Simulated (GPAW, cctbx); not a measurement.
# By hand: from a DFT structure factor to an extinction distance in BaHf3

BaHf3, P6_3/mmc (no. 194), a = 7.0193 Å, b = 7.0193 Å, c = 5.3376 Å, α = 90.00°, β = 90.00°, γ = 120.00°.

```csv
atom,mult.,x,y,z
Hf1,6,0.8557,0.1443,1/4
Ba1,2,2/3,1/3,3/4
```

The start was made by putting kin elements into a known structure type; the compound need not exist, or be stable, in this form.

A DFT run (GPAW, PBE, 450 eV, 5×4×4 k-points (along the axes of the calculation cell), Fermi–Dirac width 0.1 eV) gives the static X-ray structure factor of 101 as 6.373 e for the conventional cell; superposed free atoms give 6.025 e. **Problem.** Find the Fourier component V of the crystal potential and the two-beam extinction distance at 120 kV in both cases.

### 1. Geometry

The cell volume is Ω = 227.76 Å³ and d(101) = 4.0109 Å, so g = 1/d = 0.2493 Å⁻¹.

### 2. The nuclei

Electrons feel nuclei as well as electrons, so the nuclear charges are summed with the same phases.

Phase sums Σ exp(2πi h·x), turned so that the total is real and positive: Hf -1.208, Ba +1.732. Then F_Z = 72 × (-1.208) + 56 × (+1.732) = 10.05 e. The electron term has the same sign for this reflection.

### 3. Mott–Bethe

Poisson's equation, term by term, gives V = (e/4πε₀)(F_Z − F)/(πΩg²), with e/4πε₀ = 14.3996 V Å.

The prefactor is 14.3996 × 4.0109²/(π × 227.76) = 0.32375 V per electron. Free atoms: (10.05 − 6.025) × 0.32375 = 1.304 V. Crystal: (10.05 − 6.373) × 0.32375 = 1.192 V. F changes by +5.78 % and V by -8.6 %: the same 0.35 e is measured against F_Z − F = 4.0 e in place of F = 6.0 e.

### 4. Extinction distance

In the two-beam case ξ = 1/(λU) with U = 2γm₀eV/h², that is ξ = 150.41 V Å²/(γλV).

At 120 kV, λ = 0.03349 Å and γ = 1.2348. Free atoms: ξ = 2789 Å. Crystal: ξ = 3052 Å. The thickness fringes go as sin²(πt/ξ), so the two patterns slip by a quarter of a period when t|1/ξ₁ − 1/ξ₀| = 1/4, at t ≈ 807 nm, thicker than usual samples. Thermal motion, absorption and many-beam coupling, left out here, change a real pattern.

### 5. Answer

V(101) is 1.19 V against 1.30 V, and ξ is 3052 against 2789 Å. Limits: static atoms, two beams.

[Outputs are excerpts: Python notices, other lines and further rows are left out; steps that failed or that the build refused (PBEsol, TPSS) are not shown.]

[Logs are printed without paths, hosts, clocks, repeated set-up lines and the standing remarks that a program may print on its own settings, such as how far it seeks lower states.]
